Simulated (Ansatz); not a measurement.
# What BaLiCl3 (built on the sites of a database entry of BaLiF3) distorts into, part 2 of 2

Wanted: the energy along a soft mode of BaLiCl3 (built on the sites of a database entry of BaLiF3) and the structure at the end.

Ansatz 0.2.0; DFT PBEsol, scalar-relativistic, plane waves, PAW.

So far, highest frequency on the path or at a solved wavevector (cm⁻¹): step 2 (phonons on a q mesh) 381. Also lowest frequency on the path (cm⁻¹): step 2 -81.9.

The structure was built from a prototype and need not be the compound's stable phase.

### Step 6. Relaxing from the distorted cell

Starting from the lowest point found, all atoms and the cell are let go, so that strain and other modes of the same symmetry can join in.

input.yaml reads:

```yaml
crystal:
  lattice:
    - [4.7920317519, 4.7920317519, 0.0]
    - [4.7920317519, 0.0, 4.7920317519]
    - [4.7920317519, 0.0, -4.7920317519]
  atoms:
    - { symbol: Ba, position: [0.0, 0.5, 0.5] }
    - { symbol: Ba, position: [0.0, 0.0, 1.0] }
    - { symbol: Li, position: [0.5, 0.25, 0.75] }
    - { symbol: Li, position: [0.5, 0.75, 0.25] }
    - { symbol: Cl, position: [0.5, 0.4667992547, 0.0332007453] }
    - { symbol: Cl, position: [0.5, 0.0332007453, 0.4667992547] }
    - { symbol: Cl, position: [0.4335985094, 0.5664014906, 0.5664014906] }
    - { symbol: Cl, position: [0.5664014906, -0.0664014906, -0.0664014906] }
    - { symbol: Cl, position: [0.0, 1.0332007453, 0.4667992547] }
    - { symbol: Cl, position: [0.0, 0.4667992547, 0.0332007453] }
kpoints:
  mp_grid: { grid: [4, 4, 4] }
hamiltonian:
  xc: pbesol
scf:
  occupations: { method: fixed }
output:
  forces: true
  stress: true
  eigenvalues: true
relax:
  adjacent_minimum: "off"
  f_tol: 0.002
  max_steps: 120
  cell: { stress_tol: 0.03 }
```

Run with:

```console
> ansatz run input.yaml --threads 4 --pin off --max-ram 7168MiB --backend cpu --events-out ev --progress --plain --runs-dir out
```

Numbers of over 12 decimals in the logs are rounded to 6 here.

What it wrote:

```text
[...]
Crystal: 10 atoms, lattice volume = 220.084 Å³
Basis set: ecut = 420 eV, 4285 PW (Γ), exchange–correlation on 96×96×96 points (8 copies of the dense FFT grid, shifted against one another)
Bands: 44, of which v1, the nominal top of the filled ones, is band 34 counted from 1 (33 counted from 0)
Symmetry: 8 space group operations
[...]
k-points: 18 of 64
[...]
SCF iter   1: F=—  HF=-18518.547994 eV  |F-HF|=—  |Δ(HF+E_count)|=         —  Δρ=4.29e-3  dr2=5.76e-2  ethr=1.77e-3  ⟨swp⟩=6.0  Hψ=3688  notcnv=0  defer=121
[...]
SCF iter   6: F=-18518.532253 eV  HF=-18518.532253 eV  |F-HF|=4.86e-9  |Δ(HF+E_count)|=   4.85e-7  Δρ=2.14e-6  dr2=1.47e-8  ethr=1.47e-10  ⟨swp⟩=15.6  Hψ=5358  notcnv=0
SCF 1 converged in 6 iterations: F = -18518.532253 eV  dr2 = 1.47e-8
[...]
relax step   1: F+E_penalty+E_count = -18518.53225287 eV  Δ(F+E_penalty+E_count) = +0.000e0 eV  max|allowed force component| = 2.065e-1 eV/Å  Δτ_max = 0.0000 Å  P = +1.123 GPa  Ω = 220.084 Å³  (6 SCF iters, dr2 threshold 1.00e-7 eV, accepted)
Crystal: 10 atoms, lattice volume = 226.189 Å³
Basis set: ecut = 420 eV, 4421 PW (Γ), exchange–correlation on 96×96×96 points (8 copies of the dense FFT grid, shifted against one another)
[...]
iter 1 solved again at ethr=9.34e-5 eV; its pass at ethr=3.10e-3 eV (dr2=6.35e-2 eV) is discarded
[...]
SCF iter   5: F=-18518.593020 eV  HF=-18518.593020 eV  |F-HF|=2.84e-7  |Δ(HF+E_count)|=   3.65e-6  Δρ=1.46e-5  dr2=4.29e-7  ethr=1.47e-9  ⟨swp⟩=13.9  Hψ=5586  notcnv=0
SCF 2 converged in 5 iterations: F = -18518.593020 eV  dr2 = 4.29e-7
[...]
relax step   2: F+E_penalty+E_count = -18518.59302039 eV  Δ(F+E_penalty+E_count) = -6.077e-2 eV  max|allowed force component| = 7.362e-2 eV/Å  Δτ_max = 0.0559 Å  P = +0.035 GPa  Ω = 226.189 Å³  energy of the carried Pulay correction = -8.560e-5 eV  (5 SCF iters, dr2 threshold 1.00e-6 eV, accepted)
Crystal: 10 atoms, lattice volume = 227.717 Å³
Basis set: ecut = 420 eV, 4489 PW (Γ), exchange–correlation on 96×96×96 points (8 copies of the dense FFT grid, shifted against one another)
[...]
SCF iter   5: F=-18518.602915 eV  HF=-18518.602915 eV  |F-HF|=3.20e-8  |Δ(HF+E_count)|=   4.82e-7  Δρ=6.41e-6  dr2=1.19e-7  ethr=4.98e-10  ⟨swp⟩=13.4  Hψ=5462  notcnv=0
SCF 3 converged in 5 iterations: F = -18518.602915 eV  dr2 = 1.19e-7
relax step   3: F+E_penalty+E_count = -18518.60291520 eV  Δ(F+E_penalty+E_count) = -9.895e-3 eV  max|allowed force component| = 7.951e-2 eV/Å  Δτ_max = 0.0449 Å  P = -0.014 GPa  Ω = 227.717 Å³  energy of the carried Pulay correction = -1.067e-4 eV  (5 SCF iters, dr2 threshold 3.39e-7 eV, accepted)
[...]
relax step   4: F+E_penalty+E_count = -18518.60812570 eV  Δ(F+E_penalty+E_count) = -5.210e-3 eV  max|allowed force component| = 2.211e-2 eV/Å  Δτ_max = 0.0662 Å  P = -0.030 GPa  Ω = 229.505 Å³  energy of the carried Pulay correction = -1.311e-4 eV  (5 SCF iters, dr2 threshold 3.95e-7 eV, accepted)
[...]
relax step   5: F+E_penalty+E_count = -18518.60951138 eV  Δ(F+E_penalty+E_count) = -1.386e-3 eV  max|allowed force component| = 2.011e-3 eV/Å  Δτ_max = 0.0125 Å  P = +0.018 GPa  Ω = 229.145 Å³  energy of the carried Pulay correction = -1.262e-4 eV  (5 SCF iters, dr2 threshold 5.39e-8 eV, accepted)
[...]
relax step   6: F+E_penalty+E_count = -18518.60956325 eV  Δ(F+E_penalty+E_count) = -5.187e-5 eV  max|allowed force component| = 7.647e-4 eV/Å  Δτ_max = 0.0020 Å  P = -0.008 GPa  Ω = 229.353 Å³  energy of the carried Pulay correction = -1.291e-4 eV  (5 SCF iters, dr2 threshold 6.31e-9 eV, accepted)
[...]
SCF iter   5: F=-18518.609734 eV  HF=-18518.609734 eV  |F-HF|=3.64e-12  |Δ(HF+E_count)|=  4.73e-11  Δρ=5.19e-8  dr2=7.55e-12  ethr=1.00e-12  ⟨swp⟩=4.0  Hψ=2700  notcnv=0
SCF 7 converged in 5 iterations: F = -18518.609734 eV  dr2 = 7.55e-12
relax step   7: F+E_penalty+E_count = -18518.60973398 eV  Δ(F+E_penalty+E_count) = -1.707e-4 eV  max|allowed force component| = 7.729e-4 eV/Å  Δτ_max = 0.0000 Å  P = -0.007 GPa  Ω = 229.353 Å³  stress off target by 9.59e-3 GPa  SCF on the basis re-selected at this cell (its energy is not comparable with the rows above)  (5 SCF iters)
basis re-selected at this cell: Δ(F+E_penalty+E_count) = -1.707e-4 eV, ΔP = +0.001 GPa vs the last step (what re-selecting the basis moved, of the pressure what is left beyond the Pulay correction that the steps carried, after the strain that the cell walked since its last selection, with what the two solves' SCF thresholds leave and, on support functions, any second-order correction that the steps lacked; it is no m [...]
SCF converged after 5 iterations
Free energy (F): -18518.609734 eV
[...]
Internal energy: -18518.609734 eV  (E = F + TS)
E sigma→0 (E₀):  -18518.609734 eV
Fermi energy:    4.092519 eV
[...]
--- Forces (eV/Å), atoms counted from 1 ---
  atom   1  Ba    -0.00065431     0.00065431     0.00000000
  atom   2  Ba     0.00065431    -0.00065431     0.00000000
  atom   3  Li    -0.00000000     0.00000000     0.00000000
  atom   4  Li    -0.00000000     0.00000000     0.00000000
  atom   5  Cl     0.00000000     0.00000000    -0.00077295
  atom   6  Cl     0.00000000     0.00000000     0.00077295
  atom   7  Cl    -0.00016902     0.00016902     0.00000000
  atom   8  Cl     0.00016902    -0.00016902     0.00000000
  atom   9  Cl     0.00000000     0.00000000     0.00077295
  atom  10  Cl     0.00000000     0.00000000    -0.00077295
  max |Σ_I F_I| component: 3.36e-18 eV/Å
--- Stress (GPa, compression-positive) ---
       -0.008233      -0.001358       0.000000
       -0.001358      -0.008233       0.000000
        0.000000       0.000000      -0.005028
  P = ⅓ Tr σ = -0.0072 GPa (-0.072 kbar)
--- Band table (eV; the first three rows and the last of 18) ---
  k-point 0: bands = [... 30 lower, 3.7901, 3.9403, 4.0429, 4.0925, 8.6728, 9.4812, 9.5059, 9.6012, ... 6 higher]
  k-point 1: bands = [... 30 lower, 3.7285, 3.8964, 3.9950, 4.0518, 9.0136, 9.7601, 9.8295, 10.0277, ... 6 higher]
  k-point 2: bands = [... 30 lower, 3.8115, 3.9080, 3.9567, 4.0235, 9.5082, 9.9862, 10.1019, 10.1970, ... 6 higher]
  k-point 17: bands = [... 30 lower, 3.5990, 3.5990, 3.6990, 3.6990, 10.1430, 10.1430, 10.4122, 10.4122, ... 6 higher]
--- Relaxed structure (6 steps of the walk, 6 accepted, 1 SCFs on fresh bases) ---
  F+E_penalty+E_count = -18518.60973398 eV   max|allowed force component| = 7.729e-4 eV/Å   (the final SCF, on the basis selected at the relaxed cell)
  cell:  # Å, volume = 229.3533 Å³
    - [4.776182, 4.776182, 0.0]
    - [4.862469, -0.086287, 4.851747]
    - [4.862469, -0.086287, -4.851747]
  atoms:
    - { symbol: Ba, position: [0.0095936, 0.490406, 0.490406] }
    - { symbol: Ba, position: [-0.0095936, 0.0095936, 1.009594] }
    - { symbol: Li, position: [0.500000, 0.250000, 0.750000] }
    - { symbol: Li, position: [0.500000, 0.75, 0.25] }
    - { symbol: Cl, position: [0.5, 0.457409, 0.042591] }
    - { symbol: Cl, position: [0.5, 0.042591, 0.457409] }
    - { symbol: Cl, position: [0.421234, 0.578766, 0.578766] }
    - { symbol: Cl, position: [0.578766, -0.078766, -0.078766] }
    - { symbol: Cl, position: [0.0, 1.042591, 0.457409] }
    - { symbol: Cl, position: [0.0, 0.457409, 0.042591] }
```

Wall time 20 s (4 threads of Arm Neoverse V2, shared host); peak memory 0.7 GiB; 78 s of CPU time.

The steps of the relaxation:

```csv
step,energy less that of the first step (eV),largest force component (eV/Å),pressure (GPa),volume (Å³)
1,0.0000,0.2065,1.12,220.08
2,-0.0608,0.0736,0.04,226.19
3,-0.0707,0.0795,-0.01,227.72
4,-0.0759,0.0221,-0.03,229.51
5,-0.0773,0.0020,0.02,229.15
6,-0.0773,0.0008,-0.01,229.35
7*,-0.0775,0.0008,-0.01,229.35
```

Relaxation steps marked * repeat the geometry before them on a plane-wave basis chosen anew for their cell, so energy and pressure can jump there.

The run keeps the 8 symmetry operations that it works with, so distortions that break them were not tested.

```csv
"conventional cell, symmetrised",before,after,change
a (Å),6.777,6.755,-0.3 %
b (Å),9.584,9.703,+1.2 %
c (Å),6.777,6.999,+3.3 %
volume (Å³/atom),22.01,22.94,+4.2 %
```

The atoms that moved most (Å, as changes of fractional coordinates times the final cell):

```csv
atom,dx,dy,dz,length
Cl6,0.000,0.000,0.091,0.091
Cl5,0.000,0.000,-0.091,0.091
Cl10,0.000,0.000,-0.091,0.091
Cl9,0.000,0.000,0.091,0.091
Cl7,0.061,-0.061,0.000,0.087
Cl8,-0.061,0.061,0.000,0.087
Ba2,0.047,-0.047,0.000,0.067
Ba1,-0.047,0.047,0.000,0.067
```

Final coordinates:

```
Ba Li Cl
1.0
     4.77618    4.77618    0.00000
     4.86247   -0.08629    4.85175
     4.86247   -0.08629   -4.85175
Ba Li Cl
2 2 6
Direct
  0.00959 0.49041 0.49041
  0.99041 0.00959 0.00959
  0.50000 0.25000 0.75000
  0.50000 0.75000 0.25000
  0.50000 0.45741 0.04259
  0.50000 0.04259 0.45741
  0.42123 0.57877 0.57877
  0.57877 0.92123 0.92123
  0.00000 0.04259 0.45741
  0.00000 0.45741 0.04259
```

Numbers from this step:

| Item | Value |
| --- | --- |
| pressure | -0.007164 GPa |
| gap on the k-mesh | 4.580 eV |
| volume per atom | 22.94 Å³ |

The distorted start has space group Imma; the relaxation ends in Imma.

### Step 7. Results

```
unstable mode of the parent                                                      : q = (-0.5, -0.5, -0.5), 82i cm⁻¹
depth at the lowest point sampled                                                : 16.5 meV/atom
largest atomic shift at that point                                               : 0.45 Å
space group reached (within 0.01 Å)                                              : Imma
energy gained over the parent (first relaxation, on the mesh of the frozen mode) : 24.2 meV/atom
volume per atom, phase reached                                                   : 22.9 Å³
gap on the k-mesh, phase reached                                                 : 4.58 eV
```

Along this mode the structure falls into Imma, 24.2 meV/atom below the parent. At the parent's cell the well is 16.48 meV/atom deep on the steps tried, with its lowest point at a shift of 0.45 Å. Relaxing atoms and cell changes the gain by +7.75 meV/atom against the lowest step (energies at zero smearing). The modes of the phase reached were not computed on this path. Of the 4 patterns followed to their end from this parent, this one reaches the lowest energy. Another end point lies within 1 meV/atom; how such a difference moves with mesh and cutoff was not tested. Each path keeps the symmetry of its pattern, so a lower phase may lie along a pattern not tried. Spin-orbit coupling is left out, which can matter for the heavy elements here. The starting cell was built on a prototype and not taken from a measurement, so the phase need not exist.

[Logs are printed without paths, hosts, clocks, repeated set-up lines and the standing remarks that a program may print on its own settings, such as how far it seeks lower states.]

[Hosts, paths, dates, database ids (printed as entryN), source tags and the programs' standing remarks are cut or masked in the printed files.]
